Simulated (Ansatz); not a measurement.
## HfTeS monolayer, Janus: phonons and vibrational spectra

Task: relax HfTeS monolayer, Janus, then find its harmonic phonons.

Method: DFT PBEsol, scalar-relativistic, plane waves, PAW, in Ansatz 0.2.0.

This is a report of a sequence of runs, with most program output left out.

## (1) Starting point

The cell holds 3 atoms: 1 Hf, 1 S and 1 Te. Cell: a = 3.720 Å, b = 3.720 Å, c = 20.000 Å, α = 90.0°, β = 90.0°, γ = 120.0°. Vacuum lies along c.

As a file:

```cif
data_structure
_symmetry_space_group_name_H-M 'P 1'
_symmetry_Int_Tables_number 1
_cell_length_a 3.7200
_cell_length_b 3.7200
_cell_length_c 20.0000
_cell_angle_alpha 90.000
_cell_angle_beta 90.000
_cell_angle_gamma 120.000
_cell_volume 239.69
loop_
_atom_site_label
_atom_site_type_symbol
_atom_site_fract_x
_atom_site_fract_y
_atom_site_fract_z
_atom_site_occupancy
Hf1 Hf 0.00000 0.00000 0.50000 1
S2 S 0.33333 0.66667 0.57500 1
Te3 Te 0.66667 0.33333 0.42000 1
```

## (2) Coarse relaxation

A rough relaxation comes first, because large forces or stress need no tight tolerances yet.

The program solves this slab on a cell height of its own, 30.0 Å, in place of the one typed.

input.yaml reads:

```yaml
crystal:
  lattice:
    - [3.72, 0.0, 0.0]
    - [-1.86, 3.22161, 0.0]
    - [0.0, 0.0, 20.0]
  atoms:
    - { symbol: Hf, position: [0.0, 0.0, 0.5] }
    - { symbol: S, position: [0.333333, 0.666667, 0.575] }
    - { symbol: Te, position: [0.666667, 0.333333, 0.42] }
  periodic: [true, true, false]
kpoints:
  mp_grid: { grid: [6, 6, 1] }
hamiltonian:
  xc: pbesol
scf:
  occupations: { method: gaussian, width: 0.1 }
output:
  forces: true
  stress: true
  eigenvalues: true
relax:
  adjacent_minimum: "off"
  f_tol: 0.05
  max_steps: 80
  cell: { stress_2d_tol: 0.02 }
```

The run is started by

```
ansatz run input.yaml --threads 8 --pin off --max-ram 14336MiB --backend cpu --events-out ev --progress --plain --runs-dir out
```

Run time: 9.8 s. Hardware: 8 threads of Arm Neoverse V1, shared host; peak memory 0.81 GiB; 68 s of CPU time.

Step by step:

| step | energy less that of the first step (eV) | largest force component (eV/Å) | volume (Å³) |
| --- | --- | --- | --- |
| 1 | 0.0000 | 4.2822 | 359.53 |
| 2 | -0.5869 | 0.6058 | 362.22 |
| 3 | -0.6000 | 0.0275 | 362.88 |
| 4 | -0.6009 | 0.0222 | 360.66 |
| 5 | -0.6010 | 0.0086 | 360.27 |
| 6* | -0.6010 | 0.0086 | 360.27 |

Relaxation steps marked * repeat the geometry before them on a plane-wave basis chosen anew for their cell, so energy and pressure can jump there.

The run keeps the 6 symmetry operations that it works with, so distortions that break them were not tested.

| cell as run | before | after | change |
| --- | --- | --- | --- |
| a (Å) | 3.720 | 3.724 | +0.1 % |
| b (Å) | 3.720 | 3.724 | +0.1 % |

The atoms that moved most (Å, along periodic axes as changes of fractional coordinates times the final cell, across vacuum about the mean position):

| atom | dx | dy | dz | length |
| --- | --- | --- | --- | --- |
| Hf1 | 0.000 | 0.000 | 0.169 | 0.169 |
| Te3 | 0.000 | 0.000 | -0.144 | 0.144 |
| S2 | 0.000 | 0.000 | -0.025 | 0.025 |

The relaxed structure:

```cif
data_structure
_symmetry_space_group_name_H-M 'P 1'
_symmetry_Int_Tables_number 1
_cell_length_a 3.7238
_cell_length_b 3.7238
_cell_length_c 30.0000
_cell_angle_alpha 90.000
_cell_angle_beta 90.000
_cell_angle_gamma 120.000
_cell_volume 360.27
loop_
_atom_site_label
_atom_site_type_symbol
_atom_site_fract_x
_atom_site_fract_y
_atom_site_fract_z
_atom_site_occupancy
Hf1 Hf 0.00000 0.00000 0.33898 1
S2 S 0.33333 0.66667 0.38249 1
Te3 Te 0.66667 0.33333 0.27519 1
```

Numbers from this step:

```yaml
gap_on_the_k_mesh: 0 eV
area_per_atom: 4.003 Å²
```

The relaxation ends with a largest force component of 0.0086 eV/Å.

## (3) Relaxation

Harmonic phonons are second derivatives at a point where the forces vanish, and they are wanted at zero stress, so atoms and cell are relaxed first.

input.yaml reads:

```yaml
crystal:
  lattice:
    - [3.7238065465, 0.0, 0.0]
    - [-1.8619032733, 3.2249110681, 0.0]
    - [0.0, 0.0, 30.0]
  atoms:
    - { symbol: Hf, position: [0.0, 0.0, 0.3389831519] }
    - { symbol: S, position: [0.3333333333, 0.6666666667, 0.3824941842] }
    - { symbol: Te, position: [0.6666666667, 0.3333333333, 0.2751893306] }
  periodic: [true, true, false]
kpoints:
  mp_grid: { grid: [15, 15, 1] }
hamiltonian:
  xc: pbesol
scf:
  occupations: { method: gaussian, width: 0.1 }
output:
  forces: true
  stress: true
  eigenvalues: true
  write_density: true
  write_potential: true
  elf: true
  volumetric_format: npy
relax:
  adjacent_minimum: "off"
  f_tol: 0.005
  max_steps: 80
  cell: { stress_2d_tol: 0.02 }
```

Wall time 27 s (8 threads); peak memory 1 GiB; 3.4 min of CPU time.

Step by step:

| step | energy less that of the first step (eV) | largest force component (eV/Å) | volume (Å³) |
| --- | --- | --- | --- |
| 1 | 0.0000 | 0.0421 | 360.27 |
| 2 | -0.0001 | 0.0624 | 361.55 |
| 3 | -0.0003 | 0.0222 | 361.81 |
| 4 | -0.0003 | 0.0010 | 362.00 |
| 5* | -0.0004 | 0.0010 | 362.00 |

Relaxation steps marked * repeat the geometry before them on a plane-wave basis chosen anew for their cell, so energy and pressure can jump there.

The run keeps the 6 symmetry operations that it works with, so distortions that break them were not tested.

| cell as run | before | after | change |
| --- | --- | --- | --- |
| a (Å) | 3.724 | 3.733 | +0.2 % |
| b (Å) | 3.724 | 3.733 | +0.2 % |

Final coordinates:

```xyz
3
Lattice="3.7328 0.0000 0.0000 -1.8664 3.2327 0.0000 0.0000 0.0000 30.0000" Properties=species:S:1:pos:R:3
Hf    0.0000    0.0000   10.1680
S     0.0000    2.1551   11.4691
Te    1.8664    1.0776    8.2630
```

This step gave:

```yaml
area_per_atom: 4.022 Å²
```

Electrostatic potential energy in the ac plane at fractional y = 0.000, with atoms of Hf within 0.2 Å of it. With pseudopotentials it is smooth inside the atoms' cores, unlike the true potential.

Values in eV, 24 rows by 14 columns, each cell a mean:
```
  0   0   0   0   0   0   0   0   0   0   0   0   0   0
  0   0   0   0   0   0   0   0   0   0   0   0   0   0
  0   0   0   0   0   0   0   0   0   0   0   0   0   0
  0   0   0   0   0   0   0   0   0   0   0   0   0   0
  0   0   0   0   0   0   0   0   0   0   0   0   0   0
  0   0   0   0   0   0   0   0   0   0   0   0   0   0
  0   0   0   0   0   0   0   0   0   0   0   0   0   0
  0   0   0   0   0   0   0   0   0   0   0   0   0   0
  0   0   0   0   0   0   0   0   0   0   0   0   0   0
  0   0   0   0   0   0   0   0   0   0   0   0   0   0
  0   0   0   0   0   0   0   0   0   0   0   0   0   0
  0   0   0   0   0   0   0   0   0   0   0   0   0   0
  0   0   0   0   0   0   0   0   0   0   0   0   0   0
  0   0   0   0   0   0   0   0   0   0   0   0   0   0
 -6  -6  -5  -4  -3  -4  -5  -5  -5  -4  -3  -4  -5  -6
-19 -19 -19 -17 -12  -7  -5  -4  -5  -8 -14 -18 -19 -19
-16 -15 -14 -11  -8  -6  -6  -6  -6  -7  -9 -12 -14 -15
 -2  -2  -2  -3  -5  -8 -11 -12 -10  -7  -5  -3  -2  -2
  0   0   0  -1  -1  -1  -1  -2  -1  -1  -1  -1   0   0
  0   0   0   0   0   0   0   0   0   0   0   0   0   0
  0   0   0   0   0   0   0   0   0   0   0   0   0   0
  0   0   0   0   0   0   0   0   0   0   0   0   0   0
  0   0   0   0   0   0   0   0   0   0   0   0   0   0
  0   0   0   0   0   0   0   0   0   0   0   0   0   0
```
Columns run along a (3.7 Å; values clipped at the 3rd and 97th percentile), rows up along c (30.0 Å). Atoms in or near the plane, at fractional coordinates: Hf at (0.00, 0.34).

Valence density in the ac plane at fractional y = 0.000, with atoms of Hf within 0.2 Å of it. It is the smooth field of the valence electrons, not physical close to the nuclei.

Values in e/Å³, 24 rows by 14 columns, each cell a mean:
```
 0  0  0  0  0  0  0  0  0  0  0  0  0  0
 0  0  0  0  0  0  0  0  0  0  0  0  0  0
 0  0  0  0  0  0  0  0  0  0  0  0  0  0
 0  0  0  0  0  0  0  0  0  0  0  0  0  0
 0  0  0  0  0  0  0  0  0  0  0  0  0  0
 0  0  0  0  0  0  0  0  0  0  0  0  0  0
 0  0  0  0  0  0  0  0  0  0  0  0  0  0
 0  0  0  0  0  0  0  0  0  0  0  0  0  0
 0  0  0  0  0  0  0  0  0  0  0  0  0  0
 0  0  0  0  0  0  0  0  0  0  0  0  0  0
 0  0  0  0  0  0  0  0  0  0  0  0  0  0
 0  0  0  0  0  0  0  0  0  0  0  0  0  0
 0  0  0  0  0  0  0  0  0  0  0  0  0  0
 0  0  0  0  0  0  0  0  0  0  0  0  0  0
 0  0  0  0  0  0  0  0  0  0  0  0  0  0
18 13  5  1  0  0  0  0  0  0  0  2  7 14
 5  4  2  0  0  0  0  0  0  0  0  1  2  4
 0  0  0  0  0  0  0  0  0  0  0  0  0  0
 0  0  0  0  0  0  0  0  0  0  0  0  0  0
 0  0  0  0  0  0  0  0  0  0  0  0  0  0
 0  0  0  0  0  0  0  0  0  0  0  0  0  0
 0  0  0  0  0  0  0  0  0  0  0  0  0  0
 0  0  0  0  0  0  0  0  0  0  0  0  0  0
 0  0  0  0  0  0  0  0  0  0  0  0  0  0
```
Columns run along a (3.7 Å), rows up along c (30.0 Å). Atoms in or near the plane, at fractional coordinates: Hf at (0.00, 0.34).

ELF in the ac plane at fractional y = 0.000, with atoms of Hf within 0.2 Å of it. It is the smooth field of the valence electrons, not physical close to the nuclei.

Ten even steps from '0' (0.00) to '9' (0.75), each cell a mean:
```
00000000000000
00000000000000
00000000000000
00000000000000
00000000000000
00000000000000
00000000000000
00000000000000
00000000000000
00000000000000
00000000000000
00000000000000
00000000000000
00001334321000
00147999986310
99842456532589
55444666654455
12367887887531
00013567653100
00000000000000
00000000000000
00000000000000
00000000000000
00000000000000
```
Columns run along a (3.7 Å), rows up along c (30.0 Å). Atoms in or near the plane, at fractional coordinates: Hf at (0.00, 0.34).

## (4) Tight relaxation

Phonons need a cell at rest on their own settings, so the relaxation is repeated with tight tolerances on forces and stress, using the mesh and the filling of the phonon run that follows.

input.yaml, the sections that differ from step 3:

```yaml
crystal:
  lattice:
    - [3.7327699109, 0.0, 0.0]
    - [-1.8663849555, 3.2326735693, 0.0]
    - [0.0, 0.0, 30.0]
  atoms:
    - { symbol: Hf, position: [0.0, 0.0, 0.3389318188] }
    - { symbol: S, position: [0.3333333333, 0.6666666667, 0.3823028504] }
    - { symbol: Te, position: [0.6666666667, 0.3333333333, 0.2754319975] }
  periodic: [true, true, false]
kpoints:
  mp_grid: { grid: [18, 18, 1] }
scf:
  occupations: { method: methfessel_paxton, width: 0.15 }
relax:
  adjacent_minimum: "off"
  f_tol: 0.001
  max_steps: 60
  cell: { stress_2d_tol: 0.002 }
# hamiltonian, output: as in step 3
```

Elapsed: 39 s, on 8 threads; peak memory 1.1 GiB.

Little changed from the start: no atom moved by 0.005 Å and no cell edge by 0.1 %.

This step gave:

| Quantity | Value |
| --- | --- |
| area per atom | 4.029 Å² |

Electrostatic potential energy in the ac plane at fractional y = 0.333, with atoms of Te within 0.2 Å of it. With pseudopotentials it is smooth inside the atoms' cores, unlike the true potential.

Ten even steps from '_' (-12 eV) to '@' (0 eV), each cell a mean:
```
@@@@@@@@@@@@@@@@@@@@@@@@@@@@
@@@@@@@@@@@@@@@@@@@@@@@@@@@@
@@@@@@@@@@@@@@@@@@@@@@@@@@@@
@@@@@@@@@@@@@@@@@@@@@@@@@@@@
@@@@@@@@@@@@@@@@@@@@@@@@@@@@
@@@@@@@@@@@@@@@@@@@@@@@@@@@@
@@@@@@@@@@@@@@@@@@@@@@@@@@@@
@@@@@@@@@@@@@@@@@@@@@@@@@@@@
@@@@@@@@@@@@@@@@@@@@@@@@@@@@
@@@@@@@@@@@@@@@@@@@@@@@@@@@@
@@@@@@@@@@@@@@@@@@@@@@@@@@@@
@@@@@@@@@@@@@@@@@@@@@@@@@@@@
@@@@@@@@@@@@@@@@@@@@@@@@@@@@
@@@@@@@@@@@@@@@@@@@@@@@@@@@@
**++++++**##%%%%@@@@@@@@%%%%
::______..--++####%%####**==
============--::------::::--
++##%%%%**::__--######==____
@@@@@@@@@@%%####**++****##%%
@@@@@@@@@@@@@@@@@@@@@@@@@@@@
@@@@@@@@@@@@@@@@@@@@@@@@@@@@
@@@@@@@@@@@@@@@@@@@@@@@@@@@@
@@@@@@@@@@@@@@@@@@@@@@@@@@@@
@@@@@@@@@@@@@@@@@@@@@@@@@@@@
```
Columns run along a (3.7 Å; values clipped at the 3rd and 97th percentile), rows up along c (30.0 Å). Atoms in or near the plane, at fractional coordinates: Te at (0.67, 0.28).

ELF in the ac plane at fractional y = 0.333, with atoms of Te within 0.2 Å of it. It is the smooth field of the valence electrons, not physical close to the nuclei.

Ten even steps from '_' (0.00) to '@' (0.77), each cell a mean:
```
____________________________
____________________________
____________________________
____________________________
____________________________
____________________________
____________________________
____________________________
____________________________
____________________________
____________________________
____________________________
____________________________
::--==----..______________..
%%@@@@@@%%**==..______..::++
----------::::::::::::::::::
==--::::==++****++++++******
##==::--**##**==::....--**##
--..____::**%%@@@@@@@@@@%%##
____________..::------::..__
____________________________
____________________________
____________________________
____________________________
```
Columns run along a (3.7 Å), rows up along c (30.0 Å). Atoms in or near the plane, at fractional coordinates: Te at (0.67, 0.28).

Valence density in the ac plane at fractional y = 0.333, with atoms of Te within 0.2 Å of it. It is the smooth field of the valence electrons, not physical close to the nuclei.

Values in units of 1e0 e/Å³, 24 rows by 14 columns, each cell a mean:
```
0.0 0.0 0.0 0.0 0.0 0.0 0.0 0.0 0.0 0.0 0.0 0.0 0.0 0.0
0.0 0.0 0.0 0.0 0.0 0.0 0.0 0.0 0.0 0.0 0.0 0.0 0.0 0.0
0.0 0.0 0.0 0.0 0.0 0.0 0.0 0.0 0.0 0.0 0.0 0.0 0.0 0.0
0.0 0.0 0.0 0.0 0.0 0.0 0.0 0.0 0.0 0.0 0.0 0.0 0.0 0.0
0.0 0.0 0.0 0.0 0.0 0.0 0.0 0.0 0.0 0.0 0.0 0.0 0.0 0.0
0.0 0.0 0.0 0.0 0.0 0.0 0.0 0.0 0.0 0.0 0.0 0.0 0.0 0.0
0.0 0.0 0.0 0.0 0.0 0.0 0.0 0.0 0.0 0.0 0.0 0.0 0.0 0.0
0.0 0.0 0.0 0.0 0.0 0.0 0.0 0.0 0.0 0.0 0.0 0.0 0.0 0.0
0.0 0.0 0.0 0.0 0.0 0.0 0.0 0.0 0.0 0.0 0.0 0.0 0.0 0.0
0.0 0.0 0.0 0.0 0.0 0.0 0.0 0.0 0.0 0.0 0.0 0.0 0.0 0.0
0.0 0.0 0.0 0.0 0.0 0.0 0.0 0.0 0.0 0.0 0.0 0.0 0.0 0.0
0.0 0.0 0.0 0.0 0.0 0.0 0.0 0.0 0.0 0.0 0.0 0.0 0.0 0.0
0.0 0.0 0.0 0.0 0.0 0.0 0.0 0.0 0.0 0.0 0.0 0.0 0.0 0.0
0.0 0.0 0.0 0.0 0.0 0.0 0.0 0.0 0.0 0.0 0.0 0.0 0.0 0.0
0.2 0.3 0.3 0.3 0.3 0.2 0.1 0.1 0.0 0.0 0.0 0.0 0.1 0.1
0.3 0.4 0.5 0.4 0.3 0.2 0.1 0.1 0.1 0.1 0.1 0.1 0.1 0.2
0.2 0.2 0.2 0.2 0.2 0.3 0.4 0.6 1.3 1.7 1.5 0.8 0.5 0.3
0.2 0.1 0.1 0.1 0.2 0.4 0.8 2.6 6.8 9.8 8.5 4.0 1.3 0.5
0.0 0.0 0.0 0.0 0.0 0.1 0.1 0.2 0.2 0.2 0.2 0.2 0.1 0.1
0.0 0.0 0.0 0.0 0.0 0.0 0.0 0.0 0.0 0.0 0.0 0.0 0.0 0.0
0.0 0.0 0.0 0.0 0.0 0.0 0.0 0.0 0.0 0.0 0.0 0.0 0.0 0.0
0.0 0.0 0.0 0.0 0.0 0.0 0.0 0.0 0.0 0.0 0.0 0.0 0.0 0.0
0.0 0.0 0.0 0.0 0.0 0.0 0.0 0.0 0.0 0.0 0.0 0.0 0.0 0.0
0.0 0.0 0.0 0.0 0.0 0.0 0.0 0.0 0.0 0.0 0.0 0.0 0.0 0.0
```
Columns run along a (3.7 Å), rows up along c (30.0 Å). Atoms in or near the plane, at fractional coordinates: Te at (0.67, 0.28).

The largest force component left is 0.029 meV/Å, within the tolerances set.

## (5) Linear response at the zone centre

The zone centre comes first: it holds the modes that light can see, as far as symmetry allows. No field response is asked, since the mesh shows no gap.

input.yaml, the sections that differ from step 4:

```yaml
crystal:
  lattice:
    - [3.7357621337, 0.0, 0.0]
    - [-1.8678810669, 3.2352649103, 0.0]
    - [0.0, 0.0, 30.0]
  atoms:
    - { symbol: Hf, position: [0.0, 0.0, 0.3389229713] }
    - { symbol: S, position: [0.3333333333, 0.6666666667, 0.3822301475] }
    - { symbol: Te, position: [0.6666666667, 0.3333333333, 0.2755135479] }
  periodic: [true, true, false]
output:
  eigenvalues: true
phonons:
  method: dfpt
# kpoints, hamiltonian, scf: as in step 4
# relax: removed
```

Run time: 2.2 min. Hardware: 8 threads; peak memory 3.4 GiB.

This step gave:

* sum-rule residual before enforcement: 4.92e-5 eV/Å²
* point group: 3m
* highest optical mode at the zone centre (no LO-TO term): 292.3 cm⁻¹
* lowest optical zone-centre mode: 89.33 cm⁻¹

Patterns of degenerate modes are one choice out of their space. Modes at Γ, with each element's share of the kinetic energy:

| mode | frequency (cm⁻¹) | symmetry | Hf % | S % | Te % |
| --- | --- | --- | --- | --- | --- |
| 1 | 0.0 | acoustic | 53 | 9 | 38 |
| 2 | 0.0 | acoustic | 53 | 9 | 38 |
| 3 | 0.0 | acoustic | 53 | 9 | 38 |
| 4 | 89.3 | E | 39 | 1 | 60 |
| 5 | 89.3 | E | 39 | 1 | 60 |
| 6 | 178.9 | A1 | 30 | 8 | 62 |
| 7 | 227.8 | E | 8 | 90 | 2 |
| 8 | 227.8 | E | 8 | 90 | 2 |
| 9 | 292.3 | A1 | 17 | 83 | 0 |

Displacements in mode 5 (89.3 cm⁻¹), the largest set to 1:
```
Hf1 -0.68  0.00  0.00
S2  -0.19  0.00  0.00
Te3  1.00  0.00  0.00
```

Displacements in mode 8 (227.8 cm⁻¹), the largest set to 1:
```
Hf1 -0.13  0.02  0.00
S2   1.00 -0.13  0.00
Te3 -0.07  0.01  0.00
```

Before it was imposed, the acoustic sum rule was missed by 4.9e-5 eV/Å². Small misses are needed for a sound result but don't prove that mesh and cutoff are converged. The lowest optical mode is real, 89.3 cm⁻¹.

(Continued in part 2 of 2.)

[Logs are printed without paths, hosts, clocks, repeated set-up lines and the standing remarks that a program may print on its own settings, such as how far it seeks lower states.]

[Hosts, paths, dates, database ids (printed as entryN), source tags and the programs' standing remarks are cut or masked in the printed files.]
